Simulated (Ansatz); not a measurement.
# Squeezing and shearing H6C6S5 (P2_1/c) (204 atoms)

How stiff is H6C6S5 (P2_1/c) (204 atoms), and how do its levels respond to strain?

Method: Kohn-Sham DFT, PBE+D4, PAW (set soft_2), plane waves, in Ansatz 0.2.0.

## 1. Set-up

The cell holds 204 atoms: 72 H, 72 C and 60 S. Its edges and angles: a = 13.972 Å, b = 10.976 Å, c = 18.103 Å, α = 90.0°, β = 90.1°, γ = 90.0°. It derives from H6C6S5 (P2_1/c), repeated 3×1×1. H6C6S5, space group P2_1/c, structure from the Crystallography Open Database, 3 x 1 x 1 conventional cells; every coordinate displaced by a Gaussian of 0.03 Å; bonds to H set to neutron lengths (C-H 1.089, N-H 1.015, O-H 0.983, B-H 1.19 Å) where the listed ones are shorter.

What the set-up can't give: Sampling is at Γ alone.

## 2. Single point at the start

The forces at the start show how far the geometry lies from a minimum of this functional.

The input, input.yaml:

```yaml
crystal:
  lattice:
    - [13.9716, 0.0, 0.0]
    - [0.0, 10.9765, 0.0]
    - [-0.04644, 0.0, 18.10254]
  atoms:
    - { symbol: H, position: [0.19376, 0.70271, 0.73313] }
    - { symbol: H, position: [0.13635, 0.20341, 0.76516] }
    - { symbol: H, position: [0.1397, 0.29592, 0.26669] }
    - { symbol: H, position: [0.19554, 0.79898, 0.23303] }
    - { symbol: H, position: [0.11997, 0.75029, 0.80793] }
    - { symbol: H, position: [0.20973, 0.25083, 0.69328] }
    - { symbol: H, position: [0.20816, 0.24734, 0.19413] }
    - { symbol: H, position: [0.12244, 0.75029, 0.30716] }
    - { symbol: H, position: [0.00113, 0.60746, 0.76121] }
    - { symbol: H, position: [0.33077, 0.0987, 0.73804] }
    - { symbol: H, position: [0.33125, 0.3986, 0.24111] }
    - { symbol: H, position: [0.00504, 0.89913, 0.26157] }
    - { symbol: H, position: [0.10479, 0.53583, 0.79785] }
    - { symbol: H, position: [0.22817, 0.04101, 0.70501] }
    - { symbol: H, position: [0.23203, 0.46025, 0.20232] }
    - { symbol: H, position: [0.10861, 0.95726, 0.29729] }
    - { symbol: H, position: [0.06633, 0.42606, 0.69583] }
    - { symbol: H, position: [0.26628, 0.91798, 0.80261] }
    - { symbol: H, position: [0.26386, 0.58298, 0.30551] }
    - { symbol: H, position: [0.06698, 0.07767, 0.19316] }
    - { symbol: H, position: [0.1667, 0.51303, 0.66786] }
    - { symbol: H, position: [0.17058, 0.00948, 0.83302] }
    - { symbol: H, position: [0.16815, 0.49079, 0.33148] }
    - { symbol: H, position: [0.16302, 0.98686, 0.16556] }
    - { symbol: C, position: [0.20891, 0.80108, 0.47999] }
    - { symbol: C, position: [0.12089, 0.29466, 0.01791] }
    - { symbol: C, position: [0.12178, 0.20009, 0.51819] }
    - { symbol: C, position: [0.21081, 0.70283, 0.98231] }
    - { symbol: C, position: [0.11039, 0.78392, 0.60247] }
    - { symbol: C, position: [0.21587, 0.29026, 0.8941] }
    - { symbol: C, position: [0.21905, 0.21307, 0.39511] }
    - { symbol: C, position: [0.11204, 0.71729, 0.10297] }
    [... 166 atom lines left out ...]
    - { symbol: S, position: [0.93342, 0.17001, 0.3107] }
    - { symbol: S, position: [0.7351, 0.67091, 0.18923] }
    - { symbol: S, position: [0.68765, 0.56383, 0.60373] }
    - { symbol: S, position: [0.9821, 0.06405, 0.8971] }
    - { symbol: S, position: [0.97375, 0.43821, 0.40068] }
    - { symbol: S, position: [0.68843, 0.93266, 0.09861] }
kpoints:
  mp_grid: { grid: [1, 1, 1] }
hamiltonian:
  xc: pbe
  dispersion: d4
scf:
  occupations: { method: fixed }
output:
  forces: true
```

Run with:

```sh
$ ansatz run input.yaml --threads 4 --pin off --max-ram 8192MiB --backend cpu --events-out ev --progress --plain --runs-dir out
```

Numbers of over 12 decimals in the logs are rounded to 6 here.

Output:

```text
[...]
Pseudopotentials: kind: paw
Pseudopotential: H, paw, valence charge 1, recommended cutoff 420 eV (normal), H.paw.azcp
Pseudopotential: C, paw, valence charge 4, recommended cutoff 420 eV (normal), C.paw.azcp
Pseudopotential: S, paw, valence charge 6, recommended cutoff 420 eV (normal), S.paw.azcp
[... 5 lines on functional and potentials left out ...]
Crystal: 204 atoms, lattice volume = 2776.192 Å³
Basis set: ecut = 420 eV, 54335 PW (Γ), exchange–correlation on 192×150×250 points (8 copies of the dense FFT grid, shifted against one another)
Bands: 564, of which v1, the nominal top of the filled ones, is band 360 counted from 1 (359 counted from 0)
Symmetry: 1 space group operations
Space group: P1 (ITA 1), of the structure as read, at distance tolerance 1.4e-4 Å
k-points: 1
[... 7 lines on functional and potentials left out ...]
Initial density: superposition of atomic densities (neutral atoms: chi_scale 0, normalization atom), corrected by the library's trained network
Initial wavefunctions: pseudopotential atomic-orbital guess
[...]
SCF iter   1: F=—  HF=-73336.352860 eV  |F-HF|=—  |Δ(HF+E_count)|=         —  Δρ=5.68e-3  dr2=1.70e0  ethr=1.77e-3  ⟨swp⟩=4.0  Hψ=1808  notcnv=0  defer=198
preconditioner: auto → Resta (q_TF=auto, 2.179 Å⁻¹)  ε∞=3.1  [insulator: Δε(μ)=2.153 eV  Ē_g=13.006 eV  n_scr=474 (ndim 8)  ℏωp=18.9 eV  f_vac=0.039  ε∞_Penn≈3.1]
SCF iter   2: F=—  HF=-73335.943963 eV  |F-HF|=—  |Δ(HF+E_count)|=   4.09e-1  Δρ=2.79e-3  dr2=1.99e-1  ethr=2.36e-4  ⟨swp⟩=3.0  Hψ=739  notcnv=0  defer=201
SCF iter   3: F=—  HF=-73335.936706 eV  |F-HF|=—  |Δ(HF+E_count)|=   7.26e-3  Δρ=1.28e-3  dr2=4.61e-2  ethr=2.77e-5  ⟨swp⟩=2.0  Hψ=621  notcnv=0  defer=110
automatic band count: iteration 3 solves 472 bands in place of 564: the levels show a gap, and the empty bands left out lie too high to hold charge; the band table lists the bands solved (type scf.n_extra_bands for more)
SCF iter   4: F=—  HF=-73335.943778 eV  |F-HF|=—  |Δ(HF+E_count)|=   7.07e-3  Δρ=3.45e-4  dr2=4.46e-3  ethr=6.40e-6  ⟨swp⟩=2.0  Hψ=730  notcnv=0  defer=110
SCF iter   5: F=—  HF=-73335.944423 eV  |F-HF|=—  |Δ(HF+E_count)|=   6.46e-4  Δρ=1.39e-4  dr2=8.46e-4  ethr=6.19e-7  ⟨swp⟩=2.0  Hψ=731  notcnv=0  defer=110
[...]
SCF iter  10: F=—  HF=-73335.942987 eV  |F-HF|=—  |Δ(HF+E_count)|=   1.90e-7  Δρ=1.35e-6  dr2=1.06e-7  ethr=1.10e-10  ⟨swp⟩=2.0  Hψ=649  notcnv=0  defer=105
SCF iter  11: F=-73335.942987 eV  HF=-73335.942987 eV  |F-HF|=3.84e-9  |Δ(HF+E_count)|=   5.35e-8  Δρ=5.48e-7  dr2=1.35e-8  ethr=1.39e-11  ⟨swp⟩=4.0  Hψ=1455  notcnv=0
SCF 1 converged in 11 iterations: F = -73335.942987 eV  dr2 = 1.35e-8
[...]
SCF converged after 11 iterations
Free energy (F): -73335.942987 eV
Harris-Foulkes:  -73335.942987 eV  (|F-HF|=3.84e-9)
Internal energy: -73335.942987 eV  (E = F + TS)
E sigma→0 (E₀):  -73335.942987 eV
Fermi energy:    2.542103 eV
--- Per-component energies (eV) ---
[...]
Σ components = -73335.942987   (vs F -73335.942987, Δ=0.00e0)
--- Forces (eV/Å), atoms counted from 1 ---
  atom   1  H      0.63214692     0.32345030    -0.19486045
  atom   2  H     -1.08816933     0.12012602     0.23265489
  atom   3  H     -2.55332708     0.01701685     0.59638659
  atom   4  H      0.37930251    -0.51168449     0.08901282
[...]
atom 204  S     -0.79380276     1.25002140     0.49115853
  max |Σ_I F_I| component: 6.52e-5 eV/Å
```

Run time: 41 s. Hardware: 4 threads of Arm Neoverse V2, shared host; peak memory 3.5 GiB.

The r.m.s. force at the start is 1.2 eV/Å.

## 3. Cell and atoms relaxed

Cell and atoms are freed together, to release stress as well as forces.

The input, input.yaml:

```yaml
crystal:
  lattice:
    - [13.9716, 0.0, 0.0]
    - [0.0, 10.9765, 0.0]
    - [-0.04644, 0.0, 18.10254]
  atoms:
    [... the 204 atom lines of step 2 ...]
kpoints:
  mp_grid: { grid: [1, 1, 1] }
hamiltonian:
  xc: pbe
  dispersion: d4
scf:
  occupations: { method: fixed }
output:
  forces: true
relax:
  f_tol: 0.05
  max_steps: 150
  cell: {}
```

Output:

```text
[...]
Crystal: 204 atoms, lattice volume = 2776.192 Å³
Basis set: ecut = 420 eV, 54335 PW (Γ), exchange–correlation on 192×150×250 points (8 copies of the dense FFT grid, shifted against one another)
Bands: 564, of which v1, the nominal top of the filled ones, is band 360 counted from 1 (359 counted from 0)
Symmetry: 1 space group operations
[...]
k-points: 1
[...]
SCF iter   1: F=—  HF=-73336.352860 eV  |F-HF|=—  |Δ(HF+E_count)|=         —  Δρ=5.68e-3  dr2=1.70e0  ethr=1.77e-3  ⟨swp⟩=4.0  Hψ=1808  notcnv=0  defer=198
[...]
SCF iter   5: F=—  HF=-73335.944442 eV  |F-HF|=—  |Δ(HF+E_count)|=   6.56e-4  Δρ=1.39e-4  dr2=8.46e-4  ethr=6.19e-7  ⟨swp⟩=2.0  Hψ=731  notcnv=0  defer=110
[...]
SCF iter  10: F=—  HF=-73335.942987 eV  |F-HF|=—  |Δ(HF+E_count)|=   1.90e-7  Δρ=1.35e-6  dr2=1.05e-7  ethr=1.10e-10  ⟨swp⟩=2.0  Hψ=649  notcnv=0  defer=105
SCF iter  11: F=-73335.942987 eV  HF=-73335.942987 eV  |F-HF|=3.83e-9  |Δ(HF+E_count)|=   5.36e-8  Δρ=5.48e-7  dr2=1.35e-8  ethr=1.39e-11  ⟨swp⟩=4.0  Hψ=1455  notcnv=0
SCF 1 converged in 11 iterations: F = -73335.942987 eV  dr2 = 1.35e-8
[...]
relax step   1: F+E_penalty+E_count = -73335.94298706 eV  Δ(F+E_penalty+E_count) = +0.000e0 eV  max|allowed force component| = 6.321e0 eV/Å  Δτ_max = 0.0000 Å  P = +1.839 GPa  Ω = 2776.192 Å³  (11 SCF iters, dr2 threshold 1.00e-7 eV, accepted)
[...]
relax step   2: F+E_penalty+E_count = -73342.34794095 eV  Δ(F+E_penalty+E_count) = -6.405e0 eV  max|allowed force component| = 2.401e0 eV/Å  Δτ_max = 0.1934 Å  P = +0.774 GPa  Ω = 2617.199 Å³  energy of the carried Pulay correction = +2.018e-1 eV  (8 SCF iters, dr2 threshold 2.04e-5 eV, accepted)
[...]
relax step   3: F+E_penalty+E_count = -73343.69773692 eV  Δ(F+E_penalty+E_count) = -1.350e0 eV  max|allowed force component| = 1.319e0 eV/Å  Δτ_max = 0.1941 Å  P = -0.356 GPa  Ω = 2696.511 Å³  energy of the carried Pulay correction = +9.965e-2 eV  (8 SCF iters, dr2 threshold 2.04e-5 eV, accepted)
[...]
relax step   4: F+E_penalty+E_count = -73344.39467321 eV  Δ(F+E_penalty+E_count) = -6.969e-1 eV  max|allowed force component| = 9.584e-2 eV/Å  Δτ_max = 0.2000 Å  P = +0.079 GPa  Ω = 2675.380 Å³  energy of the carried Pulay correction = +1.266e-1 eV  (8 SCF iters, dr2 threshold 2.04e-5 eV, accepted)
[...]
relax step   5: F+E_penalty+E_count = -73344.44419382 eV  Δ(F+E_penalty+E_count) = -4.952e-2 eV  max|allowed force component| = 2.834e-2 eV/Å  Δτ_max = 0.1021 Å  P = +0.002 GPa  Ω = 2682.856 Å³  energy of the carried Pulay correction = +1.170e-1 eV  (9 SCF iters, dr2 threshold 5.74e-7 eV, accepted)
relax step   6: F+E_penalty+E_count = -73344.34461118 eV  Δ(F+E_penalty+E_count) = +9.958e-2 eV  max|allowed force component| = 2.842e-2 eV/Å  Δτ_max = 0.0000 Å  P = -0.043 GPa  Ω = 2682.856 Å³  stress off target by 6.75e-2 GPa  SCF on the basis re-selected at this cell (its energy is not comparable with the rows above)  (7 SCF iters)
[...]
relax step   7: F+E_penalty+E_count = -73344.37172618 eV  Δ(F+E_penalty+E_count) = -2.712e-2 eV  max|allowed force component| = 1.176e-2 eV/Å  Δτ_max = 0.0347 Å  P = -0.002 GPa  Ω = 2669.511 Å³  energy of the carried Pulay correction = +1.769e-2 eV  (10 SCF iters, dr2 threshold 1.14e-8 eV, accepted)
[...]
relax step   8: F+E_penalty+E_count = -73344.35697510 eV  Δ(F+E_penalty+E_count) = +1.475e-2 eV  max|allowed force component| = 1.173e-2 eV/Å  Δτ_max = 0.0000 Å  P = -0.008 GPa  Ω = 2669.511 Å³  stress off target by 2.29e-2 GPa  SCF on the basis re-selected at this cell (its energy is not comparable with the rows above)  (5 SCF iters)
[...]
SCF converged after 5 iterations
Free energy (F): -73344.356975 eV
[...]
Internal energy: -73344.356975 eV  (E = F + TS)
E sigma→0 (E₀):  -73344.356975 eV
Fermi energy:    2.848811 eV
[...]
Σ components = -73344.356975   (vs F -73344.356975, Δ=0.00e0)
--- Forces (eV/Å), atoms counted from 1 ---
  atom   1  H      0.00595044     0.00031833     0.00314533
  atom   2  H     -0.00341018    -0.00034491    -0.00204724
  atom   3  H     -0.00757837     0.00083559    -0.00164458
  atom   4  H      0.00595637     0.00060048    -0.00061973
[...]
atom 204  S     -0.00584222    -0.00193791    -0.00406194
  max |Σ_I F_I| component: 9.68e-6 eV/Å
--- Stress (GPa, compression-positive) ---
        0.008477       0.001848       0.000917
        0.001848      -0.022661      -0.001494
        0.000918      -0.001495      -0.009436
  P = ⅓ Tr σ = -0.0079 GPa (-0.079 kbar)
--- Relaxed structure (6 steps of the walk, 6 accepted, 2 SCFs on fresh bases) ---
  F+E_penalty+E_count = -73344.35697510 eV   max|allowed force component| = 1.173e-2 eV/Å   (the final SCF, on the basis selected at the relaxed cell)
  cell:  # Å, volume = 2669.5114 Å³
    - [13.526915, -0.002046, -0.100099]
    - [-0.0016074, 10.831581, -0.00040073]
    - [-0.174657, -0.000654087, 18.220990]
  atoms:
    - { symbol: H, position: [0.201861, 0.713771, 0.734839] }
    - { symbol: H, position: [0.131193, 0.214076, 0.764691] }
    - { symbol: H, position: [0.132897, 0.285341, 0.264234] }
    - { symbol: H, position: [0.200341, 0.784388, 0.236406] }
[...]
- { symbol: S, position: [0.687940, 0.942361, 0.100107] }
```

The job ended after 5.2 min (4 threads; peak memory 3.5 GiB; 20 min of CPU time).

The relaxation converged after 6 steps, with a largest force component of 0.012 eV/Å.

## 4. Single point at the relaxed geometry

The electronic structure is read at the final geometry, in a run of its own.

The input, input.yaml:

```yaml
crystal:
  lattice:
    - [13.52692, -0.00205, -0.1001]
    - [-0.00161, 10.83158, -0.0004]
    - [-0.17466, -0.00065, 18.22099]
  atoms:
    - { symbol: H, position: [0.20186, 0.71377, 0.73484] }
    - { symbol: H, position: [0.13119, 0.21408, 0.76469] }
    - { symbol: H, position: [0.1329, 0.28534, 0.26423] }
    - { symbol: H, position: [0.20034, 0.78439, 0.23641] }
    - { symbol: H, position: [0.11741, 0.75905, 0.80295] }
    - { symbol: H, position: [0.21583, 0.25994, 0.69683] }
    [... 192 atom lines left out ...]
    - { symbol: S, position: [0.93517, 0.16922, 0.31306] }
    - { symbol: S, position: [0.73181, 0.66906, 0.18711] }
    - { symbol: S, position: [0.68716, 0.55723, 0.60063] }
    - { symbol: S, position: [0.9793, 0.05711, 0.89929] }
    - { symbol: S, position: [0.97868, 0.44285, 0.39985] }
    - { symbol: S, position: [0.68794, 0.94236, 0.10011] }
kpoints:
  mp_grid: { grid: [1, 1, 1] }
hamiltonian:
  xc: pbe
  dispersion: d4
scf:
  occupations: { method: fixed }
output:
  forces: true
  stress: true
  populations: true
  dos:
    method: { smearing: { sigma: 0.1 } }
    de: 0.1
    projected: { site_lists: { C: [C], H: [H], S: [S] } }
  eigenvalues: true
  write_density: true
  write_potential: true
  volumetric_format: npy
  elf: true
```

Output:

```text
[...]
Crystal: 204 atoms, lattice volume = 2669.512 Å³
Basis set: ecut = 420 eV, 52191 PW (Γ), exchange–correlation on 192×150×250 points (8 copies of the dense FFT grid, shifted against one another)
Bands: 564, of which v1, the nominal top of the filled ones, is band 360 counted from 1 (359 counted from 0)
Symmetry: 1 space group operations
[...]
k-points: 1
[...]
SCF iter   1: F=—  HF=-73344.668173 eV  |F-HF|=—  |Δ(HF+E_count)|=         —  Δρ=5.48e-3  dr2=1.40e0  ethr=1.77e-3  ⟨swp⟩=4.0  Hψ=2042  notcnv=0  defer=195
[...]
SCF iter  11: F=-73344.356966 eV  HF=-73344.356966 eV  |F-HF|=1.46e-10  |Δ(HF+E_count)|=  2.91e-10  Δρ=3.79e-7  dr2=7.63e-9  ethr=1.39e-11  ⟨swp⟩=8.0  Hψ=2688  notcnv=0
SCF 1 converged in 11 iterations: F = -73344.356966 eV  dr2 = 7.63e-9
[...]
SCF converged after 11 iterations
Free energy (F): -73344.356966 eV
[...]
Internal energy: -73344.356966 eV  (E = F + TS)
E sigma→0 (E₀):  -73344.356966 eV
Fermi energy:    2.848839 eV
[...]
--- Forces (eV/Å), atoms counted from 1 ---
  atom   1  H      0.00674349     0.00034269     0.00297287
  atom   2  H     -0.00254267    -0.00051680    -0.00185097
  atom   3  H     -0.00929338     0.00093359    -0.00098542
  atom   4  H      0.00540363     0.00043246    -0.00073612
  atom   5  H     -0.00346859    -0.00185775    -0.00022135
  atom   6  H      0.00255053    -0.00609148     0.00437307
  atom   7  H      0.00102706     0.00422152     0.00215463
  atom   8  H     -0.00218659     0.00584870    -0.00089586
  atom   9  H     -0.00305539    -0.00171437    -0.00108253
  atom  10  H      0.00402576    -0.00003523     0.00134299
  atom  11  H      0.00381884     0.00146740     0.00045214
  atom  12  H     -0.00485280    -0.00166577     0.00058429
  atom  13  H      0.00438648     0.00264508     0.00332755
  atom  14  H     -0.00246021     0.00197572    -0.00404464
[...]
atom 203  S      0.00692450    -0.00091654     0.00649809
  atom 204  S     -0.00545859    -0.00232520    -0.00477305
  max |Σ_I F_I| component: 5.51e-5 eV/Å
--- Stress (GPa, compression-positive) ---
        0.008661       0.001913       0.000530
        0.001913      -0.022552      -0.001446
        0.000531      -0.001446      -0.008811
  P = ⅓ Tr σ = -0.0076 GPa (-0.076 kbar)
--- Band table (eV) ---
[...]
--- Löwdin populations: 204 sites ---
  site symbol       q [e]
     0      H      0.8125
     1      H      0.8124
     2      H      0.8121
[...]
203      S      5.7619
  spilling = 0.011854 (of n_electrons = 720.000000)
```

The job ended after 95 s (4 threads; peak memory 3.8 GiB).

Read from the output:

* free energy: -73344.3570 eV
* free energy per atom: -359.5312 eV/atom
* SCF cycles: 11
* pressure: -0.007567 GPa
* r.m.s. force component: 0.00425 eV/Å
* longest force: 0.01588 eV/Å
* Fermi energy: 2.849 eV
* gap (highest filled to lowest empty level): 2.203 eV
* spilling of the projection: 0.01185

(Continued in part 2 of 3.)

[Logs are printed without paths, hosts, clocks, repeated set-up lines and the standing remarks that a program may print on its own settings, such as how far it seeks lower states.]

[Hosts, paths, dates, database ids (printed as entryN), source tags and the programs' standing remarks are cut or masked in the printed files.]
